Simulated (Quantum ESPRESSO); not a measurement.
# SrCo2As2: parallel and opposed starts

A self-consistent run ends on one state, which hangs on the start. Several orders of SrCo2As2 are started in Quantum ESPRESSO and their energies compared.

Method: LDA; plane waves with GBRV 1.5 LDA potentials, no spin-orbit coupling, in Quantum ESPRESSO 7.5.

**1. The structure**

Symmetry: I4/mmm, No. 139, tetragonal system. Conventional cell: a = 3.982 Å, b = 3.982 Å, c = 11.449 Å, α = 90.00°, β = 90.00°, γ = 90.00°. Sr has 8 As at 3.29 Å and 8 Co at 3.49 Å nearest. Co has 4 As at 2.30 Å and 4 Co at 2.82 Å and 4 Sr at 3.49 Å nearest. Nearest to As lie 4 Co at 2.30 Å and 4 Sr at 3.29 Å. Farther neighbours are not listed.

The cell comes from Materials Project 2023-11-01, a database of computed structures, and need not be the stable phase.

**2. Run 1, typed as ferro ++**

The signs are those of the starting moments on the seeded atoms, the atoms that are given a moment.

Input file pw.in:

```
&CONTROL
  calculation = 'scf'
  prefix = 'pwscf'
  outdir = './tmp'
  pseudo_dir = './pseudo'
  disk_io = 'nowf'
/
&SYSTEM
  ibrav = 0
  celldm(1) = 8
  nat = 5
  ntyp = 3
  ecutwfc = 40
  ecutrho = 280
  nbnd = 39
  occupations = 'smearing'
  smearing = 'fd'
  degauss = 0.00734986
  nspin = 2
  starting_magnetization(1) = 0
  starting_magnetization(2) = 0.1176
  starting_magnetization(3) = 0
/
&ELECTRONS
  conv_thr = 1d-08
  electron_maxstep = 150
  mixing_beta = 0.3
/
ATOMIC_SPECIES
Sr     87.6200 sr_lda_v1.uspp.F.UPF
Co     58.9332 co_lda_v1.2.uspp.F.UPF
As     74.9216 as_lda_v1.uspp.F.UPF
CELL_PARAMETERS alat
  -0.4702482591330    0.4702482591330    1.3521848313658
   0.4702482591330   -0.4702482591330    1.3521848313658
   0.4702482591330    0.4702482591330   -1.3521848313658
ATOMIC_POSITIONS crystal
Sr      0.0000000000    0.0000000000    0.0000000000
Co      0.7500000000    0.2500000000    0.5000000000
Co      0.2500000000    0.7500000000    0.5000000000
As      0.3513547100    0.3513547100    0.0000000000
As      0.6486452900    0.6486452900    0.0000000000
K_POINTS automatic
10 10 10 0 0 0
```

Launch:

```bash
$ OMP_NUM_THREADS=1 mpirun -n 4 pw.x -nk 4 -in pw.in > pw.out
```

What it wrote:

```text
Program PWSCF v.7.5 starts

     Message from routine setup:
     using ibrav=0 with symmetry is DISCOURAGED, use correct ibrav instead

     K-points division:     npool     =       4
     Subspace diagonalization in iterative solution of the eigenvalue problem:

     G-vector sticks info
     --------------------
     sticks:   dense  smooth     PW     G-vecs:    dense   smooth      PW
     Sum        2573    1471    525                48449    20951    4441

     Using Slab Decomposition

     bravais-lattice index     =            0
     lattice parameter (alat)  =       8.0000  a.u.
     unit-cell volume          =     612.3792 (a.u.)^3
     number of atoms/cell      =            5
     number of atomic types    =            3
     number of electrons       =        54.00
     number of Kohn-Sham states=           39
     kinetic-energy cutoff     =      40.0000  Ry
     charge density cutoff     =     280.0000  Ry
     scf convergence threshold =      1.0E-08
     mixing beta               =       0.3000
     number of iterations used =            8  plain     mixing
     Exchange-correlation= SLA  PZ   NOGX NOGC
                           (   1   1   0   0   0   0   0)

     celldm(1)=   8.000000  celldm(2)=   0.000000  celldm(3)=   0.000000
     celldm(4)=   0.000000  celldm(5)=   0.000000  celldm(6)=   0.000000

     crystal axes: (cart. coord. in units of alat)
               a(1) = (  -0.470248   0.470248   1.352185 )
               a(2) = (   0.470248  -0.470248   1.352185 )
               a(3) = (   0.470248   0.470248  -1.352185 )

     reciprocal axes: (cart. coord. in units 2 pi/alat)
               b(1) = ( -0.000000  1.063268  0.369772 )
               b(2) = (  1.063268 -0.000000  0.369772 )
               b(3) = (  1.063268  1.063268  0.000000 )

     PseudoPot. # 1 for Sr read from file:
     sr_lda_v1.uspp.F.UPF
     Pseudo is Ultrasoft + core correction, Zval = 10.0
     Generated by new atomic code, or converted to UPF format
     Using radial grid of  883 points,  6 beta functions with:
                l(1) =   0
                l(2) =   0
                l(3) =   1
                l(4) =   1
                l(5) =   2
                l(6) =   2
     Q(r) pseudized with  6 coefficients,  rinner =    1.400   1.400   1.400
                                                       1.400   1.400

     PseudoPot. # 2 for Co read from file:
     co_lda_v1.2.uspp.F.UPF
     Pseudo is Ultrasoft + core correction, Zval = 17.0
     Generated by new atomic code, or converted to UPF format
     Using radial grid of  863 points,  6 beta functions with:
                l(1) =   0
                l(2) =   0
                l(3) =   1
                l(4) =   1
                l(5) =   2
                l(6) =   2
     Q(r) pseudized with  8 coefficients,  rinner =    1.200   1.200   1.200
                                                       1.200   1.200

     PseudoPot. # 3 for As read from file:
     as_lda_v1.uspp.F.UPF
     Pseudo is Ultrasoft + core correction, Zval =  5.0
     Generated by new atomic code, or converted to UPF format
     Using radial grid of  875 points,  6 beta functions with:
                l(1) =   0
                l(2) =   0
                l(3) =   1
                l(4) =   1
                l(5) =   2
                l(6) =   2
     Q(r) pseudized with  8 coefficients,  rinner =    1.300   1.300   1.300
                                                       1.300   1.300

     atomic species   valence    mass     pseudopotential
     Sr               10.00    87.62000     Sr( 1.00)
     Co               17.00    58.93320     Co( 1.00)
     As                5.00    74.92160     As( 1.00)

     Starting magnetic structure
     atomic species   magnetization
     Sr              0.000
     Co              0.118
     As              0.000

     16 Sym. Ops., with inversion, found

   Cartesian axes

     site n.     atom                  positions (alat units)
         1        Sr     tau(   1) = (   0.0000000   0.0000000   0.0000000  )
         2        Co     tau(   2) = (  -0.0000000   0.4702483   0.6760924  )
         3        Co     tau(   3) = (   0.4702483  -0.0000000   0.6760924  )
         4        As     tau(   4) = (  -0.0000000  -0.0000000   0.9501930  )
         5        As     tau(   5) = (   0.0000000   0.0000000   1.7541766  )

     number of k points=   102  Fermi-Dirac smearing, width (Ry)=  0.0073

     Number of k-points >= 100: set verbosity='high' to print them.

     Dense  grid:    48449 G-vectors     FFT dimensions: (  72,  72,  72)

     Smooth grid:    20951 G-vectors     FFT dimensions: (  50,  50,  50)

     Check: negative core charge=   -0.000012
     Generating pointlists ...
     new r_m :   0.3205 (alat units)  2.5644 (a.u.) for type    1
     new r_m :   0.2245 (alat units)  1.7962 (a.u.) for type    2
     new r_m :   0.2245 (alat units)  1.7962 (a.u.) for type    3

     Initial potential from superposition of free atoms

     starting charge      51.9725, renormalised to      54.0000

     negative rho (up, down):  3.299E-02 3.299E-02
     Starting wfcs are   47 randomized atomic wfcs

     Self-consistent Calculation

     iteration #  1     ecut=    40.00 Ry     beta= 0.30
     Davidson diagonalization with overlap
     ethr =  1.00E-02,  avg # of iterations =  3.3

     negative rho (up, down):  3.230E-02 3.230E-02

     total energy              =    -739.94553912 Ry
     estimated scf accuracy    <      18.61851636 Ry

     total magnetization       =     1.96 Bohr mag/cell
     absolute magnetization    =     2.60 Bohr mag/cell

     iteration #  2     ecut=    40.00 Ry     beta= 0.30
     Davidson diagonalization with overlap
     ethr =  1.00E-02,  avg # of iterations =  3.0

     negative rho (up, down):  3.206E-02 3.206E-02

     total energy              =    -745.53040212 Ry
     estimated scf accuracy    <      26.51873977 Ry

     total magnetization       =     0.16 Bohr mag/cell
     absolute magnetization    =     0.24 Bohr mag/cell

     iteration #  3     ecut=    40.00 Ry     beta= 0.30
     Davidson diagonalization with overlap
     ethr =  1.00E-02,  avg # of iterations =  2.0

     negative rho (up, down):  3.196E-02 3.197E-02

     total energy              =    -746.06934637 Ry
     estimated scf accuracy    <       2.67194430 Ry

     total magnetization       =     0.85 Bohr mag/cell
     absolute magnetization    =     1.07 Bohr mag/cell

     [... further iterations left out ...]

     iteration # 15     ecut=    40.00 Ry     beta= 0.30
     Davidson diagonalization with overlap
     ethr =  1.03E-08,  avg # of iterations =  2.2

     negative rho (up, down):  3.271E-02 3.272E-02

     total energy              =    -746.74320906 Ry
     estimated scf accuracy    <       0.00000085 Ry

     total magnetization       =     0.85 Bohr mag/cell
     absolute magnetization    =     0.91 Bohr mag/cell

     iteration # 16     ecut=    40.00 Ry     beta= 0.30
     Davidson diagonalization with overlap
     ethr =  1.57E-09,  avg # of iterations =  4.2

     negative rho (up, down):  3.271E-02 3.271E-02

     total energy              =    -746.74320954 Ry
     estimated scf accuracy    <       0.00000004 Ry

     total magnetization       =     0.85 Bohr mag/cell
     absolute magnetization    =     0.91 Bohr mag/cell

     iteration # 17     ecut=    40.00 Ry     beta= 0.30
     Davidson diagonalization with overlap
     ethr =  8.19E-11,  avg # of iterations =  4.3

     negative rho (up, down):  3.271E-02 3.271E-02

     total energy              =    -746.74320956 Ry
     estimated scf accuracy    <       0.00000006 Ry

     total magnetization       =     0.85 Bohr mag/cell
     absolute magnetization    =     0.91 Bohr mag/cell

     iteration # 18     ecut=    40.00 Ry     beta= 0.30
     Davidson diagonalization with overlap
     ethr =  8.19E-11,  avg # of iterations =  1.6

     negative rho (up, down):  3.271E-02 3.271E-02

     Magnetic moment per site  (integrated on atomic sphere of radius R)
     atom   1 (R=0.321)  charge=  8.2929  magn=  0.0086
     atom   2 (R=0.225)  charge= 15.2769  magn=  0.4113
     atom   3 (R=0.225)  charge= 15.2769  magn=  0.4113
     atom   4 (R=0.225)  charge=  2.3983  magn= -0.0007
     atom   5 (R=0.225)  charge=  2.3983  magn= -0.0007

     End of self-consistent calculation

     Number of k-points >= 100: set verbosity='high' to print the bands.

     the Fermi energy is    11.1890 ev

!    total energy              =    -746.74320957 Ry
     estimated scf accuracy    <          4.0E-10 Ry
     smearing contrib. (-TS)   =      -0.00992266 Ry
     internal energy E=F+TS    =    -746.73328691 Ry

     The total energy is F=E-TS. E is the sum of the following terms:
     one-electron contribution =    -570.63898283 Ry
     hartree contribution      =     308.92889853 Ry
     xc contribution           =    -145.26646643 Ry
     ewald contribution        =    -339.75673617 Ry

     total magnetization       =     0.85 Bohr mag/cell
     absolute magnetization    =     0.91 Bohr mag/cell

     convergence has been achieved in  18 iterations

=------------------------------------------------------------------------------=
   JOB DONE.
=------------------------------------------------------------------------------=
```

The job ended after 98 s (4 MPI ranks of AMD EPYC 9R45, shared host; peak memory 0.9 GiB).

Spin moment in the atom's sphere by atom:

```
atom  spin moment in the atom's sphere (μB)
 Sr1                                  0.009
 Co2                                  0.411
 Co3                                  0.411
 As4                                 -0.001
 As5                                 -0.001
```

Read from the output:

| Item | Value |
| --- | --- |
| smearing term TS | 0.1350 eV |
| magnetization | 0.851 μB |
| absolute magnetization | 0.911 μB |
| final state | ferromagnetic |

Spin density in the ac plane of the conventional cell at fractional y = 0.000, with atoms of Sr and Co and As within 0.2 Å of it.

Values in units of 1e-1 e/Å³, 24 rows by 14 columns, each cell a mean:
```
0.0 0.0 0.0 0.0 0.0 0.0 0.0 0.0 0.0 0.0 0.0 0.0 0.0 0.0
0.0 0.0 0.0 0.0 0.0 0.0 0.0 0.0 0.0 0.0 0.0 0.0 0.0 0.0
0.0 0.0 0.0 0.0 0.0 0.0 0.0 0.0 0.0 0.0 0.0 0.0 0.0 0.0
0.0 0.0 0.0 0.0 0.0 0.0 0.0 0.0 0.0 0.0 0.0 0.0 0.0 0.0
0.0 0.0 0.0 0.0 0.0 0.2 0.7 1.1 0.4 0.1 0.0 0.0 0.0 0.0
0.0 0.0 0.0 0.0 0.2 0.9 5.8 9.8 3.1 0.4 0.1 0.0 0.0 0.0
0.0 0.0 0.0 0.0 0.1 0.5 3.2 5.5 1.7 0.2 0.0 0.0 0.0 0.0
0.0 0.0 0.0 0.0 0.0 0.1 0.2 0.4 0.1 0.0 0.0 0.0 0.0 0.0
0.0 0.0 0.0 0.0 0.0 0.0 0.0 0.0 0.0 0.0 0.0 0.0 0.0 0.0
0.0 0.0 0.0 0.0 0.0 0.0 0.0 0.0 0.0 0.0 0.0 0.0 0.0 0.0
0.0 0.0 0.0 0.0 0.0 0.0 0.0 0.0 0.0 0.0 0.0 0.0 0.0 0.0
0.0 0.0 0.0 0.0 0.0 0.0 0.0 0.0 0.0 0.0 0.0 0.0 0.0 0.0
0.0 0.0 0.0 0.0 0.0 0.0 0.0 0.0 0.0 0.0 0.0 0.0 0.0 0.0
0.0 0.0 0.0 0.0 0.0 0.0 0.0 0.0 0.0 0.0 0.0 0.0 0.0 0.0
0.0 0.0 0.0 0.0 0.0 0.0 0.0 0.0 0.0 0.0 0.0 0.0 0.0 0.0
0.0 0.0 0.0 0.0 0.0 0.0 0.0 0.0 0.0 0.0 0.0 0.0 0.0 0.0
0.0 0.0 0.0 0.0 0.0 0.1 0.7 1.1 0.4 0.1 0.0 0.0 0.0 0.0
0.0 0.0 0.0 0.0 0.2 0.9 5.9 9.9 3.1 0.4 0.1 0.0 0.0 0.0
0.0 0.0 0.0 0.0 0.1 0.5 3.1 5.5 1.7 0.3 0.1 0.0 0.0 0.0
0.0 0.0 0.0 0.0 0.0 0.1 0.3 0.4 0.2 0.1 0.0 0.0 0.0 0.0
0.0 0.0 0.0 0.0 0.0 0.0 0.0 0.0 0.0 0.0 0.0 0.0 0.0 0.0
0.0 0.0 0.0 0.0 0.0 0.0 0.0 0.0 0.0 0.0 0.0 0.0 0.0 0.0
0.0 0.0 0.0 0.0 0.0 0.0 0.0 0.0 0.0 0.0 0.0 0.0 0.0 0.0
0.0 0.0 0.0 0.0 0.0 0.0 0.0 0.0 0.0 0.0 0.0 0.0 0.0 0.0
```
Columns run along a (4.0 Å), rows up along c (11.4 Å), edges of the conventional cell, whose origin can differ from the input's. Atoms in or near the plane, at fractional coordinates: Sr at (0.00, 0.00), Co at (0.50, 0.75), Co at (0.50, 0.25), As at (0.00, 0.35), As at (0.00, 0.65).

Valence density in the ac plane of the conventional cell at fractional y = 0.000, with atoms of Sr and Co and As within 0.2 Å of it. It is the smooth field of the valence electrons, not physical close to the nuclei.

Ten steps, logarithmic in the rise over the least value, from '_' (-1 e/Å³) to '@' (35 e/Å³), each cell a mean:
```
--====--::::::::::::::--====
==----::::::::::::::::::----
::::::::::::::::::::::::::::
::::::::::::::::::::::::::::
::::::::::--++++==--::::::::
::::::::--**@@@@%%++--::::::
::--::----++%%@@##==--::::::
--::----------==--------::::
==::----::::::::::::::--::--
::::--::::::::::::::::::--::
::::::::::::::::::::::::::::
::::::::::::::::::::::::::::
::::::::::::::::::::::::::::
::::::::::::::::::::::::::::
::::--::::::::::::::::----::
==::----::::::::::::::--::--
::::------==++++==--------::
::::::::--**@@@@%%++--::::::
::::::::--++%%@@##==::::::::
::::::::::----==--::::::::::
::::::::::::::::::::::::::::
::::::::::::::::::::::::::::
====--::::::::::::::::--====
__====--::::::::::::::====--
```
Columns run along a (4.0 Å), rows up along c (11.4 Å), edges of the conventional cell, whose origin can differ from the input's. Atoms in or near the plane, at fractional coordinates: Sr at (0.00, 0.00), Co at (0.50, 0.75), Co at (0.50, 0.25), As at (0.00, 0.35), As at (0.00, 0.65).

[end of part 1 of 2]

[Logs and program files are shortened in this print: banners, set-up blocks, solver, clock and traceback lines can be left out without a mark of their own.]

[Logs are printed without paths, hosts, clocks, repeated set-up lines and the standing remarks that a program may print on its own settings, such as how far it seeks lower states.]

[Hosts, paths, dates, database ids (printed as entryN), source tags and the programs' standing remarks are cut or masked in the printed files.]

[Where a cell is said to come from a database of computed structures, the database is the Materials Project.]
